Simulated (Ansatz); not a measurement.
# Heat carried by phonons in GaN (P6_3mc)

How well does the lattice of GaN conduct heat?

What experiment has found for this phase:
- thermal conductivity 210 W/m/K near room temperature (given in “Combining the AFLOW GIBBS and Elastic Libraries to efficiently and robustly screen thermo-mechanical properties of solids”, 2017, arXiv:1611.05714)

Main program and level: Ansatz 0.2.0; DFT r2SCAN, scalar-relativistic, plane waves, PAW; PAW set soft_1.

The database entry behind the starting cell differs from later determinations by our own check (about 0.3 % short, ideal inner coordinate), so it need not match the best structure at ambient conditions.

## (1) Starting point

It takes space group P6_3mc (No. 186, hexagonal). The conventional cell has a = 3.180 Å, b = 3.180 Å, c = 5.166 Å, α = 90.00°, β = 90.00°, γ = 120.00°. Nearest to Ga lie 4 N at 1.94 to 1.95 Å. Nearest to N lie 4 Ga at 1.94 to 1.95 Å. Farther neighbours and most contacts between anions are not listed.

As a file:

```cif
data_structure
_symmetry_space_group_name_H-M 'P6_3mc'
_symmetry_Int_Tables_number 186
_cell_length_a 3.1800
_cell_length_b 3.1800
_cell_length_c 5.1660
_cell_angle_alpha 90.000
_cell_angle_beta 90.000
_cell_angle_gamma 120.000
_cell_volume 45.24
loop_
_atom_site_label
_atom_site_type_symbol
_atom_site_symmetry_multiplicity
_atom_site_Wyckoff_symbol
_atom_site_fract_x
_atom_site_fract_y
_atom_site_fract_z
_atom_site_occupancy
Ga1 Ga 2 b 0.33333 0.66667 0.00000 1
N1 N 2 b 0.33333 0.66667 0.37500 1
```

## (2) Probe on a coarse mesh

Before spending time, one coarse run tells the gap and the pressure of the starting cell.

File input.yaml:

```yaml
crystal:
  lattice:
    - [3.18, 0.0, 0.0]
    - [-1.59, 2.753960784, 0.0]
    - [0.0, 0.0, 5.166]
  atoms:
    - { symbol: Ga, position: [0.3333333333, 0.6666666667, 0.0] }
    - { symbol: Ga, position: [0.6666666667, 0.3333333333, 0.5] }
    - { symbol: "N", position: [0.3333333333, 0.6666666667, 0.375] }
    - { symbol: "N", position: [0.6666666667, 0.3333333333, 0.875] }
kpoints:
  mp_grid: { grid: [6, 6, 4] }
hamiltonian:
  xc: r2scan
  pseudopotentials: { kind: paw, azcp: { folder: soft_1 } }
scf:
  occupations: { method: gaussian, width: 0.1 }
  lower_state_search: "off"
output:
  forces: true
  stress: true
  eigenvalues: true
```

Command:

```
$ ansatz run input.yaml --threads 18 --pin off --max-ram 92160MiB --backend cuda --events-out ev --progress --plain --runs-dir out --max-vram 78GiB
```

Numbers of over 12 decimals in the logs are rounded to 6 here.

Log:

```text
Engine: ansatz 0.2.0, aarch64-unknown-linux-gnu
Pseudopotentials: kind: paw
Pseudopotential: Ga, paw, valence charge 13, recommended cutoff 500 eV (meta_gga), soft_1/Ga.paw.azcp
Pseudopotential: N, paw, valence charge 5, recommended cutoff 500 eV (meta_gga), soft_1/N.paw.azcp
Functional definition: r2SCAN
  parameter k0 = 0.174
  parameter k1 = 0.065
  parameter a1 = 4.9479
  exchange = r2scan_x(k0 = k0, k1 = k1, a1 = a1)
  correlation = r2scan_c
device memory: the entry about to start is reckoned to put 1.1 GiB on a device that reports 144.0 GiB free (of which the cap on the GPU budget leaves the run 78.0 GiB)
GPU FFT provider: cuFFT
GPU libraries: cuBLAS 13.8.1, cuFFT 12.4.0, cuSOLVER 12.3.2
GPU matrix products: emulated (plane waves: as basis.precision tells), large ones in fixed point in workspaces of 1.00 GiB
Crystal: 4 atoms, lattice volume = 45.242 Å³
Basis set: ecut = 500 eV, 1129 PW (Γ), exchange–correlation on 96×96×160 points (64 copies of the dense FFT grid, shifted against one another)
Bands: 22, of which v1, the nominal top of the filled ones, is band 18 counted from 1 (17 counted from 0)
Symmetry: 12 space group operations
Space group: P63mc (ITA 186), of the structure as read, at distance tolerance 3.6e-5 Å
k-points: 21 of 144 (time reversal used)
Non-local potential: Ga, projectors of the file, l = 0: 2, l = 1: 2, l = 2: 3, l = 3: 1
Non-local potential: N, projectors of the file, l = 0: 2, l = 1: 2, l = 2: 1
PAW form: soft (Blöchl's): semilocal exchange-correlation on the pseudo side does not see the compensation charge
PAW frozen core: Ga, regenerated for the run's functional (the file was generated under x = pbe(κ = 0.804, μ = 0.219515), c = pbe(β = 0.066725))
PAW frozen core: N, regenerated for the run's functional (the file was generated under x = pbe(κ = 0.804, μ = 0.219515), c = pbe(β = 0.066725))
PAW one-centre angular grid: Ga, 590 points (default); XC on 160 Gauss nodes
PAW one-centre angular grid: N, 302 points (default); XC on 160 Gauss nodes
Initial density: superposition of atomic densities (chi_scale 0.1, normalization cell, long waves kept (reshape's long-wave potential 0.00 eV rms))
Initial wavefunctions: pseudopotential atomic-orbital guess
GPU buffer pool allocated for 23040 grid points (all kernels)
GPU transforms: local potential and band sums: pruned to the plane-wave sphere, on 24×24×40
Functional: x = r2scan, c = r2scan; τ floored in thin density (d = 2e-4 eV/Å³)
SCF iter   1: F=-8350.975652 eV  HF=-8353.747327 eV  |F-HF|=2.77e0  |Δ(HF+E_count)|=         —  Δρ=1.17e-1  dr2=5.00e0  dr2_τ=5.87e-1  ethr=3.10e-3  ⟨swp⟩=4.0  Hψ=1878  notcnv=0
preconditioner: auto → Resta (q_TF=auto, 2.626 Å⁻¹)  ε∞=4.4  [insulator: Δε(μ)=2.943 eV  Ē_g=17.920 eV  σ=0.100 eV  W_gap=1.00  n_scr=22 (ndim 8)  ℏωp=33.1 eV  f_vac=0.000  D(μ)=0.00/eV (n_scr^D=0)  ε∞_Penn≈4.4]
SCF iter   2: F=-8352.700773 eV  HF=-8352.698110 eV  |F-HF|=2.66e-3  |Δ(HF+E_count)|=    1.05e0  Δρ=5.21e-2  dr2=6.91e-1  dr2_τ=7.39e-2  ethr=3.10e-3  ⟨swp⟩=2.2  Hψ=1183  notcnv=0
SCF iter   3: F=-8352.761393 eV  HF=-8352.777342 eV  |F-HF|=1.59e-2  |Δ(HF+E_count)|=   7.92e-2  Δρ=1.80e-2  dr2=1.12e-1  dr2_τ=7.66e-3  ethr=1.92e-3  ⟨swp⟩=2.0  Hψ=630  notcnv=0
SCF iter   4: F=-8352.772810 eV  HF=-8352.772357 eV  |F-HF|=4.52e-4  |Δ(HF+E_count)|=   4.98e-3  Δρ=3.47e-3  dr2=4.01e-3  dr2_τ=2.44e-4  ethr=3.11e-4  ⟨swp⟩=2.6  Hψ=899  notcnv=0
SCF iter   5: F=-8352.771482 eV  HF=-8352.775623 eV  |F-HF|=4.14e-3  |Δ(HF+E_count)|=   3.27e-3  Δρ=2.45e-3  dr2=1.61e-3  dr2_τ=5.33e-5  ethr=1.11e-5  ⟨swp⟩=2.0  Hψ=976  notcnv=0
SCF iter   6: F=-8352.773887 eV  HF=-8352.773911 eV  |F-HF|=2.39e-5  |Δ(HF+E_count)|=   1.71e-3  Δρ=4.28e-4  dr2=9.33e-5  dr2_τ=4.02e-6  ethr=4.47e-6  ⟨swp⟩=2.0  Hψ=920  notcnv=0
SCF iter   7: F=-8352.774039 eV  HF=-8352.774045 eV  |F-HF|=6.37e-6  |Δ(HF+E_count)|=   1.34e-4  Δρ=1.59e-4  dr2=1.26e-5  dr2_τ=6.54e-7  ethr=2.59e-7  ⟨swp⟩=2.3  Hψ=831  notcnv=0
SCF iter   8: F=-8352.774045 eV  HF=-8352.774045 eV  |F-HF|=8.51e-8  |Δ(HF+E_count)|=   7.53e-7  Δρ=2.84e-5  dr2=3.74e-7  dr2_τ=3.85e-9  ethr=3.51e-8  ⟨swp⟩=2.0  Hψ=583  notcnv=0
SCF iter   9: F=-8352.774045 eV  HF=-8352.774045 eV  |F-HF|=1.96e-9  |Δ(HF+E_count)|=   2.73e-8  Δρ=6.09e-6  dr2=1.47e-8  dr2_τ=2.65e-10  ethr=2.78e-10  ⟨swp⟩=5.0  Hψ=2146  notcnv=0
SCF 1 converged in 9 iterations: F = -8352.774045 eV  dr2 = 1.47e-8
  greatest PAW one-centre occupation: 0.994 electrons in one spin orbital (limit 2), on the Ga atom at site 0 (counted from 0), in its partial waves of l = 2
SCF converged after 9 iterations
Free energy (F): -8352.774045 eV
Harris-Foulkes:  -8352.774045 eV  (|F-HF|=1.96e-9)
Internal energy: -8352.774045 eV  (E = F + TS)
E sigma→0 (E₀):  -8352.774045 eV
Fermi energy:    10.756500 eV
--- Per-component energies (eV) ---
  E_band       = -27.218311
  E_kinetic    = 481.664301
  E_local      = -2823.367130  (includes V_loc(G=0)·N_el)
  E_nonlocal   = -105.906843
  E_hartree    = 1795.165450
  E_xc         = -231.891401
  E_vxc        = -280.281224  (∫ρ·V_xc dr)
  E_paw        = -4283.246504  (= ΣΔE_a)
  E_vpaw       = -904.924216  (= ΣTr[D̂ρ^β])
  E_aug_tail   = 0.000071  (compensation charges beyond the density's cutoff)
  E_vtau       = 15.262335  (kinetic-family band-sum trace: ∫τ·v_τ [+ j·A + Jᵃ·Aᵃ] dr)
  E_ewald      = -3183.826728
  E_core_change = -1.365260  (= ΣΔE_core)
  E_smearing   = -0.000000  (= −TS)
  E_closure    = 0.000000  (closes the sum)
  Σ components = -8352.774045   (vs F -8352.774045, Δ=0.00e0)
--- Forces (eV/Å), atoms counted from 1 ---
  atom   1  Ga     0.00000000    -0.00000000    -0.14112124
  atom   2  Ga     0.00000000     0.00000000    -0.14112124
  atom   3  N      0.00000000     0.00000000     0.14110631
  atom   4  N      0.00000000    -0.00000000     0.14110631
  max |Σ_I F_I| component: 2.99e-5 eV/Å
--- Stress (GPa, compression-positive) ---
        0.429822       0.000000      -0.000000
        0.000000       0.429822       0.000000
       -0.000000       0.000000       2.402041
  P = ⅓ Tr σ = 1.0872 GPa (10.872 kbar)
--- Band table (eV; the first three rows and the last of 21) ---
  k-point 0: bands = [... 14 lower, 8.4696, 9.5047, 9.5631, 9.5631, 11.9470, 14.4209, 19.5751, 20.1728]
  k-point 1: bands = [... 14 lower, 8.6230, 8.6230, 9.3963, 9.3963, 13.1459, 14.5223, 19.1574, 19.9186]
  k-point 2: bands = [... 14 lower, 9.0028, 9.0028, 9.0028, 9.0028, 14.3650, 14.3650, 18.8116, 18.8116]
  k-point 20: bands = [... 14 lower, 5.2475, 5.2475, 8.0105, 8.0105, 16.6522, 16.6522, 17.4387, 17.4387]
```

It took 0.95 s on 1 × NVIDIA GB200 with 18 threads of Arm Neoverse V2, shared host; peak memory 1.1 GiB; 1.9 s of CPU time.

A gap read on the k-mesh alone can miss the band edges.

This step gave:

- pressure: 1.087 GPa
- gap on the k-mesh: 2.384 eV
- volume per atom: 11.31 Å³/atom

Force by atom:

```
atom  x (eV/Å)  y (eV/Å)  z (eV/Å)   size
 Ga1     0.000     0.000    -0.141  0.141
 Ga2     0.000     0.000    -0.141  0.141
  N3     0.000     0.000     0.141  0.141
  N4     0.000     0.000     0.141  0.141
```

The start is under 1.1 GPa at this level and looks like an insulator or semiconductor on this mesh.

## (3) Finding the static equilibrium

The vibrations must be taken about the equilibrium of this functional, not about the starting cell, so the structure is relaxed.

input.yaml, the sections that differ from step 2:

```yaml
kpoints:
  mp_grid: { grid: [12, 12, 6] }
scf:
  occupations: { method: gaussian, width: 0.02 }
  lower_state_search: "off"
relax:
  adjacent_minimum: "off"
  f_tol: 0.005
  max_steps: 80
  cell: { stress_tol: 0.05 }
# crystal, hamiltonian, output: as in step 2
```

Log:

```text
[...]
Crystal: 4 atoms, lattice volume = 45.242 Å³
Basis set: ecut = 500 eV, 1129 PW (Γ), exchange–correlation on 96×96×160 points (64 copies of the dense FFT grid, shifted against one another)
Bands: 22, of which v1, the nominal top of the filled ones, is band 18 counted from 1 (17 counted from 0)
Symmetry: 12 space group operations
[...]
k-points: 76 of 864 (time reversal used)
[...]
SCF iter   1: F=-8350.981561 eV  HF=-8353.749183 eV  |F-HF|=2.77e0  |Δ(HF+E_count)|=         —  Δρ=1.17e-1  dr2=5.00e0  dr2_τ=5.87e-1  ethr=3.10e-3  ⟨swp⟩=4.2  Hψ=6957  notcnv=0
[...]
SCF iter   2: F=-8352.705007 eV  HF=-8352.701938 eV  |F-HF|=3.07e-3  |Δ(HF+E_count)|=    1.05e0  Δρ=5.21e-2  dr2=6.89e-1  dr2_τ=7.40e-2  ethr=3.10e-3  ⟨swp⟩=2.2  Hψ=4273  notcnv=0
[...]
SCF iter   9: F=-8352.777825 eV  HF=-8352.777825 eV  |F-HF|=1.86e-9  |Δ(HF+E_count)|=   2.88e-8  Δρ=6.04e-6  dr2=1.44e-8  dr2_τ=2.61e-10  ethr=2.78e-10  ⟨swp⟩=5.0  Hψ=7998  notcnv=0
SCF 1 converged in 9 iterations: F = -8352.777825 eV  dr2 = 1.44e-8
[...]
relax step   1: F+E_penalty+E_count = -8352.77782473 eV  Δ(F+E_penalty+E_count) = +0.000e0 eV  max|allowed force component| = 1.412e-1 eV/Å  Δτ_max = 0.0000 Å  P = +1.104 GPa  Ω = 45.242 Å³  (9 SCF iters, dr2 threshold 1.00e-7 eV, accepted)
[...]
Crystal: 4 atoms, lattice volume = 45.394 Å³
[...]
iter 1 solved again at ethr=4.24e-7 eV; its pass at ethr=3.10e-3 eV (dr2=1.53e-4 eV) is discarded
[...]
SCF iter   2: F=-8352.779354 eV  HF=-8352.779371 eV  |F-HF|=1.68e-5  |Δ(HF+E_count)|=   2.01e-4  Δρ=2.85e-4  dr2=3.87e-5  dr2_τ=1.23e-6  ethr=4.24e-7  ⟨swp⟩=2.0  Hψ=3043  notcnv=0
[...]
SCF iter   5: F=-8352.779366 eV  HF=-8352.779366 eV  |F-HF|=9.64e-8  |Δ(HF+E_count)|=   1.31e-7  Δρ=2.00e-5  dr2=2.48e-7  dr2_τ=2.61e-9  ethr=1.11e-9  ⟨swp⟩=5.0  Hψ=7214  notcnv=0
SCF 2 converged in 5 iterations: F = -8352.779366 eV  dr2 = 2.48e-7
[...]
relax step   2: F+E_penalty+E_count = -8352.77936616 eV  Δ(F+E_penalty+E_count) = -1.541e-3 eV  max|allowed force component| = 1.002e-1 eV/Å  Δτ_max = 0.0007 Å  P = +0.424 GPa  Ω = 45.394 Å³  energy of the carried Pulay correction = -1.028e-4 eV  (5 SCF iters, dr2 threshold 4.00e-7 eV, accepted)
[...]
Crystal: 4 atoms, lattice volume = 45.516 Å³
[...]
SCF iter   5: F=-8352.780148 eV  HF=-8352.780148 eV  |F-HF|=1.74e-8  |Δ(HF+E_count)|=   1.77e-7  Δρ=1.56e-5  dr2=1.14e-7  dr2_τ=1.98e-9  ethr=1.11e-9  ⟨swp⟩=5.0  Hψ=7580  notcnv=0
SCF 3 converged in 5 iterations: F = -8352.780148 eV  dr2 = 1.14e-7
relax step   3: F+E_penalty+E_count = -8352.78014778 eV  Δ(F+E_penalty+E_count) = -7.816e-4 eV  max|allowed force component| = 2.852e-2 eV/Å  Δτ_max = 0.0026 Å  P = -0.103 GPa  Ω = 45.516 Å³  energy of the carried Pulay correction = -1.842e-4 eV  (5 SCF iters, dr2 threshold 4.00e-7 eV, accepted)
[...]
relax step   4: F+E_penalty+E_count = -8352.78024271 eV  Δ(F+E_penalty+E_count) = -9.493e-5 eV  max|allowed force component| = 1.690e-4 eV/Å  Δτ_max = 0.0013 Å  P = +0.001 GPa  Ω = 45.492 Å³  energy of the carried Pulay correction = -1.684e-4 eV  (5 SCF iters, dr2 threshold 5.67e-8 eV, accepted)
[...]
SCF iter   1: F=-8352.780298 eV  HF=-8352.780237 eV  |F-HF|=6.14e-5  |Δ(HF+E_count)|=         —  Δρ=1.60e-4  dr2=2.49e-7  dr2_τ=2.84e-8  ethr=2.31e-8  ⟨swp⟩=3.0  Hψ=12650  notcnv=0
[...]
SCF iter   2: F=-8352.780415 eV  HF=-8352.780401 eV  |F-HF|=1.47e-5  |Δ(HF+E_count)|=   1.63e-4  Δρ=8.10e-5  dr2=6.73e-8  dr2_τ=9.63e-7  ethr=6.91e-10  ⟨swp⟩=2.1  Hψ=2305  notcnv=0
[...]
SCF iter   5: F=-8352.780415 eV  HF=-8352.780415 eV  |F-HF|=2.36e-11  |Δ(HF+E_count)|=  1.86e-10  Δρ=2.87e-7  dr2=2.13e-11  dr2_τ=1.72e-12  ethr=1.00e-12  ⟨swp⟩=4.4  Hψ=6220  notcnv=0
SCF 5 converged in 5 iterations: F = -8352.780415 eV  dr2 = 2.13e-11
relax step   5: F+E_penalty+E_count = -8352.78041522 eV  Δ(F+E_penalty+E_count) = -1.725e-4 eV  max|allowed force component| = 1.547e-4 eV/Å  Δτ_max = 0.0000 Å  P = +0.003 GPa  Ω = 45.492 Å³  stress off target by 2.99e-3 GPa  SCF on the basis re-selected at this cell (its energy is not comparable with the rows above)  (5 SCF iters)
basis re-selected at this cell: Δ(F+E_penalty+E_count) = -1.725e-4 eV, ΔP = +0.001 GPa vs the last step (what re-selecting the basis moved, of the pressure what is left beyond the Pulay correction that the steps carried, after the strain that the cell walked since its last selection, with what the two solves' SCF thresholds leave and, on support functions, any second-order correction that the steps lacked; it is no m [...]
SCF converged after 5 iterations
Free energy (F): -8352.780415 eV
[...]
Internal energy: -8352.780415 eV  (E = F + TS)
E sigma→0 (E₀):  -8352.780415 eV
Fermi energy:    10.645947 eV
[...]
--- Forces (eV/Å), atoms counted from 1 ---
  atom   1  Ga     0.00000000    -0.00000000     0.00014972
  atom   2  Ga    -0.00000000     0.00000000     0.00014972
  atom   3  N     -0.00000000     0.00000000    -0.00015978
  atom   4  N      0.00000000    -0.00000000    -0.00015978
  max |Σ_I F_I| component: 2.01e-5 eV/Å
--- Stress (GPa, compression-positive) ---
        0.002993      -0.000000      -0.000000
       -0.000000       0.002993       0.000000
       -0.000000       0.000000       0.001569
  P = ⅓ Tr σ = 0.0025 GPa (0.025 kbar)
--- Band table (eV; the first three rows and the last of 76) ---
  k-point 0: bands = [... 14 lower, 8.4026, 9.4341, 9.4702, 9.4702, 11.8215, 14.3048, 19.4443, 20.0751]
  k-point 1: bands = [... 14 lower, 8.4709, 8.6335, 9.3955, 9.3955, 12.4955, 14.3581, 19.2366, 20.1039]
  k-point 2: bands = [... 14 lower, 8.6597, 8.6597, 9.1936, 9.1936, 13.5382, 14.4359, 18.8079, 19.2396]
  k-point 75: bands = [... 14 lower, 5.1731, 5.1731, 7.9452, 7.9452, 16.5018, 16.5018, 17.3520, 17.3520]
--- Relaxed structure (4 steps of the walk, 4 accepted, 1 SCFs on fresh bases) ---
  F+E_penalty+E_count = -8352.78041522 eV   max|allowed force component| = 1.547e-4 eV/Å   (the final SCF, on the basis selected at the relaxed cell)
  cell:  # Å, volume = 45.4920 Å³
    - [3.183281, 0, 1.8457194467118175e-18]
    - [-1.591641, 2.756803, -9.228597233559072e-19]
    - [2.9984234785449616e-18, 0, 5.183873]
  atoms:
    - { symbol: Ga, position: [0.333333, 0.666667, -0.00089024] }
    - { symbol: Ga, position: [0.666667, 0.333333, 0.499110] }
    - { symbol: N, position: [0.333333, 0.666667, 0.375890] }
    - { symbol: N, position: [0.666667, 0.333333, 0.875890] }
```

The job ended after 3.3 s (1 × NVIDIA GB200 with 18 threads; peak memory 1.1 GiB; 10 s of CPU time).

Relaxation path:

```
step  energy less that of the first step (eV)  largest force component (eV/Å)  pressure (GPa)  volume (Å³)
   1                                   0.0000                          0.1412            1.10        45.24
   2                                  -0.0015                          0.1002            0.42        45.39
   3                                  -0.0023                          0.0285           -0.10        45.52
   4                                  -0.0024                          0.0002            0.00        45.49
  5*                                  -0.0026                          0.0002            0.00        45.49
```

Relaxation steps marked * repeat the geometry before them on a plane-wave basis chosen anew for their cell, so energy and pressure can jump there.

The run keeps the 12 symmetry operations that it works with, so distortions that break them were not tested.

```
conventional cell, symmetrised  before  after  change
                         a (Å)   3.180  3.183  +0.1 %
                         b (Å)   3.180  3.183  +0.1 %
                         c (Å)   5.166  5.184  +0.3 %
              volume (Å³/atom)   11.31  11.37  +0.6 %
```

Final coordinates:

```xyz
4
Lattice="3.1833 0.0000 0.0000 -1.5916 2.7568 0.0000 0.0000 0.0000 5.1839" Properties=species:S:1:pos:R:3 pbc="T T T"
Ga    0.0000    1.8379   -0.0046
Ga    1.5916    0.9189    2.5873
N     0.0000    1.8379    1.9486
N     1.5916    0.9189    4.5405
```

This step gave:

- pressure: 0.002519 GPa
- gap on the k-mesh: 2.351 eV
- volume per atom: 11.37 Å³/atom

The relaxation ends with a largest force component of 1.5e-4 eV/Å and a pressure of 0.00 GPa.

## (4) Relaxing to small residual forces and stress

The relaxation is repeated with tighter thresholds on force and stress, since phonons are sensitive to what is left; a change of mesh or smearing in the input moves the cell too.

input.yaml, the sections that differ from step 3:

```yaml
crystal:
  lattice:
    - [3.1832814087, 0.0, 0.0]
    - [-1.5916407044, 2.7568025673, 0.0]
    - [0.0, 0.0, 5.1838731324]
  atoms:
    - { symbol: Ga, position: [0.3333333333, 0.6666666667, -0.0008902401] }
    - { symbol: Ga, position: [0.6666666667, 0.3333333333, 0.4991097599] }
    - { symbol: "N", position: [0.3333333333, 0.6666666667, 0.3758902401] }
    - { symbol: "N", position: [0.6666666667, 0.3333333333, 0.8758902401] }
scf:
  occupations: { method: fixed }
  lower_state_search: "off"
relax:
  adjacent_minimum: "off"
  f_tol: 0.001
  max_steps: 60
  cell: { stress_tol: 0.01 }
# kpoints, hamiltonian, output: as in step 3
```

Log:

```text
[...]
GPU FFT provider: cuFFT
GPU libraries: cuBLAS 13.8.1, cuFFT 12.4.0, cuSOLVER 12.3.2
[...]
Crystal: 4 atoms, lattice volume = 45.492 Å³
Basis set: ecut = 500 eV, 1129 PW (Γ), exchange–correlation on 96×96×160 points (64 copies of the dense FFT grid, shifted against one another)
[...]
--- Relaxed structure (1 steps of the walk, 1 accepted, 1 SCFs on fresh bases) ---
[...]
cell:  # Å, volume = 45.4920 Å³
    - [3.183281, 2.8867543731965002e-11, 0.0]
    - [-1.591641, 2.756803, 0.0]
    - [0.0, 0.0, 5.1838731324]
  atoms:
    - { symbol: Ga, position: [0.333333, 0.666667, -0.00089024] }
    - { symbol: Ga, position: [0.666667, 0.333333, 0.499110] }
    - { symbol: N, position: [0.333333, 0.666667, 0.375890] }
    - { symbol: N, position: [0.666667, 0.333333, 0.875890] }
[key lines of the parts left out:]
SCF converged after 6 iterations
Free energy (F): -8352.780415 eV
Fermi energy:    9.470228 eV
P = ⅓ Tr σ = 0.0025 GPa (0.025 kbar)
```

The job ended after 1.8 s (1 × NVIDIA GB200 with 18 threads; peak memory 1.1 GiB; 4.8 s of CPU time).

Little changed from the start: no atom moved by 0.005 Å and no cell edge by 0.1 %.

Numbers from this step:

```
pressure : 0.002515 GPa
```

The residual pressure is 0.0025 GPa, small enough for phonons.

## (5) An input with a fault

This input was changed on purpose, to see how the program answers.

input.yaml, the sections that differ from step 4:

```yaml
kpoints:
  mp_grid: { grid: [9, 9, 6] }
scf:
  occupations: { method: fixed }
  lower_state_search: "off"
  max_iter: 60
output:
  eigenvalues: true
phonons:
  supercell: [3, 3, 2]
  dielectric: false
  third_order: { supercell: [3, 3, 2], pair_cutoff: 2.103 }
  lattice_thermal_conductivity:
    qmesh: [11, 12, 9]
    temperatures: [300]
    isotope_mass_variance:
      - { species: Ga, variance: 0.0001971 }
      - { species: "N", variance: 1.838e-05 }
# crystal, hamiltonian: as in step 4
# relax: removed
```

Log:

```text
Error: invalid value for `phonons.lattice_thermal_conductivity.qmesh`: [11, 12, 9] is not mapped onto itself by every operation of the crystal's point group, which phonons.lattice_thermal_conductivity requires of this mesh (its Boltzmann solve uses the whole point group); the smallest at or above it that is: [12, 12, 9]
```

Elapsed: 0.12 s, on 18 threads; peak memory 0.07 GiB.

The program refused the input before any cycle.

The program's message: “Error: invalid value for `phonons.lattice_thermal_conductivity.qmesh`: [11, 12, 9] is not mapped onto itself by every operation of the crystal's point group, which phonons.lattice_thermal_conductivity …”

The fault put into the input: a q mesh that breaks the point group.

[end of part 1 of 3]

[Logs are printed without paths, hosts, clocks, repeated set-up lines and the standing remarks that a program may print on its own settings, such as how far it seeks lower states.]

[Hosts, paths, dates, database ids (printed as entryN), source tags and the programs' standing remarks are cut or masked in the printed files.]

[A step with changed settings may run another functional than the one named; its input shows which.]
